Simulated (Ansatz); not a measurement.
In doubt: masses and optical values from hybrid runs of this build are listed as unsure, which bears on the screening that GW takes from such a start.

Rows from a G0W0 calculation on SiO2 (Quartz) (Ansatz 0.2.0; G0W0 on HSE06, plane waves, PAW; 6×6×4 mesh, 241 empty bands, screening to 96 eV), in eV. Spin-orbit coupling is left out.

```
row                      k  band   start       Σx  Σc at the solution      Vxc
  A                      Γ    c2  12.461   -6.094              -3.473  -10.752
  B  (0.333, 0.333, 0.000)    v1   1.195  -26.852               3.840  -22.257
  C  (0.333, 0.333, 0.000)    c1  12.101   -7.656              -3.349  -12.233
  D  (0.333, 0.333, 0.000)    v2   0.728  -26.608               3.869  -21.937
  E                      Γ    v1   0.868  -26.369               3.820  -21.738
  F                      Γ    c1   9.025   -7.189              -3.146  -11.281
```

Question: Work out each quasiparticle level and how far it moved.

The quasiparticle equation reads E = start + Σx + Σc(E) − Vxc.

```
row  E (eV)  shift (eV)
  A  13.646      +1.185
  B   0.440      −0.755
  C  13.329      +1.227
  D  -0.075      −0.803
  E   0.057      −0.811
  F   9.972      +0.947
```

The gap over the computed points goes from 7.83 eV to 9.53 eV.

Limits: not at the basis limit.

[Paths, hosts, dates, memory and timing lines, banners, echoed tables and standing remarks are left out of the program output.]

[Logs are printed without paths, hosts, clocks, repeated set-up lines and the standing remarks that a program may print on its own settings, such as how far it seeks lower states.]

[Runs of the session that timed out or met a known fault of the program may be left out.]

[Cells called generated may have been cut or substituted from an entry of the Crystallography Open Database or the Materials Project.]

[Hosts, paths, dates, database ids (printed as entryN), source tags and the programs' standing remarks are cut or masked in the printed files.]
